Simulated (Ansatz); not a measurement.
# Sr2IrS4, from a guessed structure to a relaxed one, part 2 of 2

Starting from a made-up structure for Sr2IrS4, the aim is the relaxed cell, its shortest contacts and, where a second run follows, its electronic structure.

Ansatz 0.2.0; DFT, PBE, plane-wave PAW, files of the set soft_1, scalar-relativistic, no spin, cell and ions relaxed at zero pressure; PAW set soft_1 (the session's first sound run).

So far: Starting point; Relaxing cell and atoms. The relaxed cell has a = 4.644, c = 15.210 Å (conventional setting).

**3. Electronic structure of the relaxed cell**

With the geometry fixed, one more self-consistent run, with a narrower smearing and the mesh shown in its input, gives the bands, and its pressure, and its forces where symmetry allows any, show how far the geometry depends on these settings.

This step: DFT, PBE, plane-wave PAW, files of the set soft_1, scalar-relativistic, no spin, bands and density of states at the relaxed cell; PAW set soft_1 (Ansatz 0.2.0).

Input file input.yaml:

```yaml
crystal:
  lattice:
    - [-2.3218799813, 2.3218799813, 7.6051540596]
    - [2.3218799813, -2.3218799813, 7.6051540596]
    - [2.3218799813, 2.3218799813, -7.6051540596]
  atoms:
    - { symbol: Ir, position: [0.0, 0.0, 0.0] }
    - { symbol: Sr, position: [0.3561075175, 0.3561075175, 0.0] }
    - { symbol: Sr, position: [0.6438924825, 0.6438924825, 0.0] }
    - { symbol: S, position: [0.1634019357, 0.1634019357, 0.0] }
    - { symbol: S, position: [0.8365980643, 0.8365980643, 0.0] }
    - { symbol: S, position: [0.5, 0.0, 0.5] }
    - { symbol: S, position: [0.0, 0.5, 0.5] }
kpoints:
  mp_grid: { grid: [10, 10, 10] }
  band_path:
    path:
      - [[0.0, 0.0, 0.0], [0.0, 0.0, 0.5], [-0.04660511, 0.04660511, 0.5], [-0.27330255, 0.27330255, 0.27330255], [0.0, 0.0, 0.0], [0.5, 0.5, -0.5], [0.27330255, 0.72669745, -0.27330255], [0.0, 0.5, 0.0], [0.25, 0.25, 0.25], [0.5, 0.5, -0.04660511], [0.5, 0.5, -0.5]]
      - [[0.0, 0.0, 0.5], [0.25, 0.25, 0.25]]
    npoints: 7
scf:
  occupations: { method: fermi_dirac, width: 0.03 }
  n_extra_bands: 11
hamiltonian:
  xc: pbe
  pseudopotentials: { kind: paw, azcp: { folder: soft_1 } }
output:
  forces: true
  stress: true
  write_bands: true
  dos: { projected: true }
  write_density: true
  write_potential: true
  elf: true
  volumetric_format: npy
```

Started as:

```bash
> ansatz run input.yaml --threads 4 --pin off --max-ram 10240MiB --backend cpu --events-out ev --progress --plain --runs-dir out
```

Numbers of over 12 decimals in the logs are rounded to 6 here.

Log:

```text
[...]
Crystal: 7 atoms, lattice volume = 164.001 Å³
Basis set: ecut = 420 eV, 3193 PW (Γ), FFT grids on a1−a2, a2, a1+a3, exchange–correlation on 90×120×64 points (8 copies of the dense FFT grid, shifted against one another)
Bands: 42, of which v1, the nominal top of the filled ones, is band 31 counted from 1 (30 counted from 0)
Symmetry: 16 space group operations
[...]
k-points: 102 of 1000
[...]
SCF iter   1: F=—  HF=-22645.333575 eV  |F-HF|=—  |Δ(HF+E_count)|=         —  Δρ=6.80e-2  dr2=2.44e1  ethr=3.10e-3  ⟨swp⟩=10.6  Hψ=25994  notcnv=0  defer=6
[...]
SCF iter  11: F=-22641.043368 eV  HF=-22641.043368 eV  |F-HF|=7.18e-9  |Δ(HF+E_count)|=   1.80e-7  Δρ=3.05e-6  dr2=2.98e-8  ethr=1.64e-10  ⟨swp⟩=22.0  Hψ=42027  notcnv=0
SCF 1 converged in 11 iterations: F = -22641.043368 eV  dr2 = 2.98e-8
[...]
NSCF: frozen V_eff on 79 k-points
SCF converged after 11 iterations
Free energy (F): -22641.043368 eV
[...]
Internal energy: -22641.023334 eV  (E = F + TS)
E sigma→0 (E₀):  -22641.033351 eV
Entropy (-TS):   -0.020034 eV (-2.862 meV/atom)
Fermi energy:    7.919017 eV
[...]
--- Forces (eV/Å), atoms counted from 1 ---
  atom   1  Ir     0.00000000    -0.00000000     0.00000000
  atom   2  Sr     0.00000000    -0.00000000    -0.00050611
  atom   3  Sr    -0.00000000    -0.00000000     0.00050611
  atom   4  S      0.00000000    -0.00000000     0.01021345
  atom   5  S     -0.00000000     0.00000000    -0.01021345
  atom   6  S      0.00000000     0.00000000     0.00000000
  atom   7  S      0.00000000     0.00000000     0.00000000
  max |Σ_I F_I| component: 5.20e-18 eV/Å
--- Stress (GPa, compression-positive) ---
       -0.146368      -0.000000       0.000000
       -0.000000      -0.146368       0.000000
        0.000000      -0.000000       0.035904
  P = ⅓ Tr σ = -0.0856 GPa (-0.856 kbar)
--- Band table (eV; the first three rows and the last of 102) ---
  k-point 0: bands = [... 27 lower, 7.3227, 7.3227, 7.3429, 7.4446, 7.4446, 8.0070, 10.9177, 11.8122, ... 7 higher]
  k-point 1: bands = [... 27 lower, 7.1146, 7.2311, 7.2450, 7.3984, 8.1352, 8.5125, 11.2857, 11.8734, ... 7 higher]
  k-point 2: bands = [... 27 lower, 7.0072, 7.0941, 7.1730, 7.5135, 9.2610, 9.6060, 11.8728, 12.1015, ... 7 higher]
  k-point 101: bands = [... 27 lower, 6.8315, 7.1650, 7.1650, 7.8835, 7.8835, 8.5717, 10.8362, 10.9035, ... 7 higher]
```

The job ended after 16 s (4 threads of Arm Neoverse V2, shared host; peak memory 0.84 GiB; 63 s of CPU time).

In the SCF lines HF is the Harris–Foulkes energy and dr2 the Hartree energy of the density residual, in eV; the loop may stop once dr2 is under the threshold and the program's other checks hold. Hψ counts applications of the Hamiltonian.

This step gave:

```yaml
free_energy: -22641.0434 eV
energy_at_zero_smearing: -22641.0334 eV
smearing_term_ts: 0.02003 eV
fermi_energy: 7.919 eV
pressure: -0.08561 GPa
```

bands.tsv at the labelled points (eV, zero at the Fermi level; the bands that come nearest the Fermi level along the path):

```tsv
point	band 27	band 28	band 29	band 30	band 31	band 32	band 33	band 34
Γ	-1.08	-0.60	-0.60	-0.58	-0.47	-0.47	0.09	3.00
X	-0.31	-0.11	-0.09	0.20	0.21	2.50	3.91	4.22
Y	-0.31	-0.18	-0.12	0.16	0.17	2.50	3.95	4.25
S	-1.06	-0.83	-0.50	-0.27	0.14	0.15	2.75	4.53
Γ	-1.08	-0.60	-0.60	-0.58	-0.47	-0.47	0.09	3.00
Z	-1.50	-1.09	-0.75	-0.75	-0.04	-0.04	0.65	2.92
S1	-1.06	-0.83	-0.50	-0.27	0.14	0.15	2.75	4.53
N	-1.08	-1.02	-0.54	-0.27	0.16	0.19	2.72	4.78
P	-0.64	-0.11	-0.05	0.20	0.20	2.38	4.38	4.38
Y1	-0.31	-0.18	-0.12	0.16	0.17	2.50	3.95	4.25
Z	-1.50	-1.09	-0.75	-0.75	-0.04	-0.04	0.65	2.92
X	-0.31	-0.11	-0.09	0.20	0.21	2.50	3.91	4.22
P	-0.64	-0.11	-0.05	0.20	0.20	2.38	4.38	4.38
```

States per cell as run, both spins, in windows of 1 eV, from dos.tsv (zero at the Fermi level):

```csv
from,to,total
-8,-7,0.14
-7,-6,1.38
-6,-5,1.75
-5,-4,6.56
-4,-3,2.76
-3,-2,2.15
-2,-1,6.28
-1,0,8.08
0,1,1.97
1,2,0.89
2,3,1.42
3,4,1.44
4,5,6.06
```

Below -8 eV lie 32.0 more states.

ELF in the ac plane of the conventional cell at fractional y = 0.000, with atoms of Ir and Sr and S within 0.2 Å of it. It is the smooth field of the valence electrons, not physical close to the nuclei.

Values, 24 rows by 14 columns, each cell a mean:
```
0.49 0.54 0.38 0.31 0.62 0.72 0.48 0.41 0.61 0.73 0.45 0.30 0.49 0.52
0.36 0.36 0.28 0.22 0.32 0.57 0.73 0.76 0.66 0.44 0.24 0.23 0.32 0.37
0.70 0.70 0.61 0.40 0.19 0.14 0.21 0.23 0.17 0.14 0.29 0.52 0.67 0.71
0.15 0.52 0.84 0.79 0.57 0.24 0.07 0.05 0.12 0.40 0.71 0.84 0.75 0.28
0.41 0.70 0.87 0.83 0.66 0.31 0.07 0.04 0.16 0.50 0.76 0.86 0.82 0.53
0.60 0.60 0.58 0.48 0.30 0.11 0.03 0.03 0.06 0.20 0.40 0.54 0.59 0.60
0.34 0.29 0.17 0.08 0.04 0.03 0.03 0.03 0.03 0.03 0.05 0.11 0.23 0.32
0.71 0.78 0.70 0.33 0.05 0.02 0.03 0.04 0.03 0.02 0.14 0.55 0.78 0.74
0.24 0.67 0.84 0.54 0.08 0.03 0.05 0.05 0.04 0.03 0.26 0.76 0.81 0.43
0.75 0.75 0.58 0.21 0.12 0.27 0.37 0.39 0.33 0.19 0.12 0.40 0.70 0.76
0.25 0.18 0.12 0.31 0.64 0.80 0.80 0.79 0.81 0.74 0.48 0.17 0.13 0.22
0.04 0.07 0.27 0.68 0.87 0.80 0.36 0.23 0.60 0.87 0.81 0.49 0.13 0.04
0.04 0.06 0.23 0.62 0.85 0.83 0.52 0.41 0.70 0.87 0.77 0.42 0.11 0.04
0.43 0.33 0.17 0.20 0.48 0.70 0.76 0.77 0.74 0.61 0.33 0.14 0.25 0.40
0.66 0.78 0.71 0.32 0.08 0.15 0.23 0.24 0.19 0.09 0.14 0.54 0.79 0.72
0.26 0.68 0.84 0.54 0.08 0.02 0.04 0.04 0.03 0.03 0.26 0.76 0.81 0.45
0.74 0.71 0.56 0.22 0.03 0.02 0.03 0.03 0.03 0.02 0.09 0.40 0.66 0.73
0.28 0.25 0.18 0.12 0.07 0.03 0.02 0.02 0.03 0.05 0.09 0.15 0.22 0.27
0.69 0.72 0.72 0.62 0.42 0.17 0.04 0.03 0.09 0.29 0.54 0.68 0.73 0.71
0.23 0.61 0.87 0.85 0.69 0.33 0.07 0.04 0.17 0.53 0.79 0.87 0.80 0.37
0.31 0.60 0.81 0.73 0.47 0.18 0.07 0.05 0.10 0.31 0.62 0.79 0.76 0.41
0.67 0.62 0.49 0.29 0.16 0.21 0.34 0.38 0.28 0.16 0.21 0.40 0.57 0.65
0.36 0.37 0.29 0.25 0.42 0.67 0.77 0.79 0.74 0.56 0.31 0.25 0.34 0.37
0.48 0.55 0.39 0.32 0.66 0.68 0.31 0.21 0.49 0.74 0.47 0.30 0.50 0.53
```
Columns run along a (4.6 Å), rows up along c (15.2 Å), edges of the conventional cell, whose origin can differ from the input's. Atoms in or near the plane, at fractional coordinates: Ir at (0.00, 0.00), Sr at (0.00, 0.36), Sr at (0.00, 0.64), S at (0.00, 0.16), S at (0.00, 0.84), S at (0.50, 0.50), S at (0.50, 0.00).

Valence density in the ac plane of the conventional cell at fractional y = 0.000, with atoms of Ir and Sr and S within 0.2 Å of it. It is the smooth field of the valence electrons, not physical close to the nuclei.

Ten steps, logarithmic in the rise over the least value, from '_' (0.0 e/Å³) to '@' (8.4 e/Å³), each cell a mean:
```
@@%%**====++++++++++==++##@@
++==--::::----==--::::--==++
++==--::..............--==++
==++++--::________..::==++==
++++==--..________..::==++++
----::..____________..::----
--::..________________..::--
##**==::____________..--++**
**##**--..__________::++####
****==::..............--++**
::......::========--::....::
____..::==++++==++++--::____
____..::==++++++++==--..____
----::..::----==--::::..::--
##**++::..............==**##
**##**--..__________::++####
**++==..____________..::++**
::::..________________....::
====--::..__________..::--==
==++++--..________..::==++++
==++==--..________..::==++++
====--::..............::--==
****==----========------++**
@@@@##====++====++++==++%%@@
```
Columns run along a (4.6 Å), rows up along c (15.2 Å), edges of the conventional cell, whose origin can differ from the input's. Atoms in or near the plane, at fractional coordinates: Ir at (0.00, 0.00), Sr at (0.00, 0.36), Sr at (0.00, 0.64), S at (0.00, 0.16), S at (0.00, 0.84), S at (0.50, 0.50), S at (0.50, 0.00).

Electrostatic potential energy in the ac plane of the conventional cell at fractional y = 0.000, with atoms of Ir and Sr and S within 0.2 Å of it. With pseudopotentials it is smooth inside the atoms' cores, unlike the true potential.

Values in eV, 24 rows by 14 columns, each cell a mean:
```
-61 -49 -21   1   1 -19 -30 -29 -28  -7   3  -7 -36 -57
 -8  -2   6   9  10   7   3   2   5   9  10   8   2  -6
-11  -4   6  11  12  12  12  11  12  12  12   9   1  -9
-26 -32 -11   8  12  12  12  12  12  12  11   2 -25 -30
-28 -24  -3  10  12  12  12  12  12  12  11   5 -15 -28
  3   6   9  11  12  12  12  12  12  12  12  11   8   4
  2   4   6   9  11  12  12  12  12  11  10   8   5   2
-53 -40  -9   3   8  11  12  12  11  10   6  -1 -24 -50
-73 -73 -30  -1   7  10  11  12  11   9   3  -9 -59 -73
-42 -28  -5   4   8  10  11  11  11   9   7   1 -15 -38
  4   5   8   9   8   3  -5  -7  -1   6   9   8   6   5
 10  11  11  10   1 -25 -31 -28 -32 -11   7  11  11  11
 10  10  11  10   3 -18 -30 -29 -27  -6   8  10  10  10
  0   2   5   8   9   7   3   2   5   8   9   7   4   1
-59 -46 -12   2   8  10  11  11  11   9   6  -2 -29 -56
-73 -73 -29  -1   7  10  11  12  11   9   4  -8 -58 -73
-35 -21  -3   5   9  11  12  12  11  10   7   2 -10 -31
  5   6   8  10  11  12  12  12  12  12  11   9   7   5
 -5   1   8  11  12  12  12  12  12  12  12  10   5  -3
-28 -30  -8   9  12  12  12  12  12  12  11   3 -22 -30
-29 -28  -7   9  12  12  12  12  12  12  11   3 -20 -30
 -2   2   8  11  12  12  11  11  11  12  12  10   6  -1
-22 -12   1   8   8   3  -5  -7  -1   6   9   5  -5 -18
-68 -57 -28  -1  -2 -26 -31 -28 -33 -13   2 -11 -45 -65
```
Columns run along a (4.6 Å; values clipped at the 3rd and 97th percentile), rows up along c (15.2 Å), edges of the conventional cell, whose origin can differ from the input's. Atoms in or near the plane, at fractional coordinates: Ir at (0.00, 0.00), Sr at (0.00, 0.36), Sr at (0.00, 0.64), S at (0.00, 0.16), S at (0.00, 0.84), S at (0.50, 0.50), S at (0.50, 0.00).

**4. Outcome**

```json
{"space group, relaxed": "I4/mmm", "conventional cell": "a = 4.644, b = 4.644, c = 15.210 Å; α = 90.0°, β = 90.0°, γ = 90.0°", "volume per atom": "23.43 Å³ (guess 22.56)"}
```

Sr2IrS4 relaxes to I4/mmm with a = 4.644, b = 4.644 and c = 15.210 Å. The guessed volume was 4 % too small. The space group I4/mmm was held in the relaxation, so the end point is a stationary structure within it and may be a saddle against distortions or other arrangements. Bands cross the Fermi level, so it is a metal or semimetal at this level. The electron count is odd, which forces that without spin polarisation or a larger cell. On the 10×10×10 mesh with the narrower smearing (relaxed on 8×8×8) the largest force component is 0.010 eV/Å and the largest stress component is 0.146 GPa, against the relaxation's thresholds of 0.015 eV/Å and 0.05 GPa. The cutoff wasn't tested. Spin-orbit coupling is left out, which can matter for elements this heavy. No dispersion term is used, so weakly bound directions may come out too long. The runs have no spin, and magnetism wasn't tested. Nothing here tests whether the compound is stable against decomposition.

[Logs are printed without paths, hosts, clocks, repeated set-up lines and the standing remarks that a program may print on its own settings, such as how far it seeks lower states.]

[Hosts, paths, dates, database ids (printed as entryN), source tags and the programs' standing remarks are cut or masked in the printed files.]
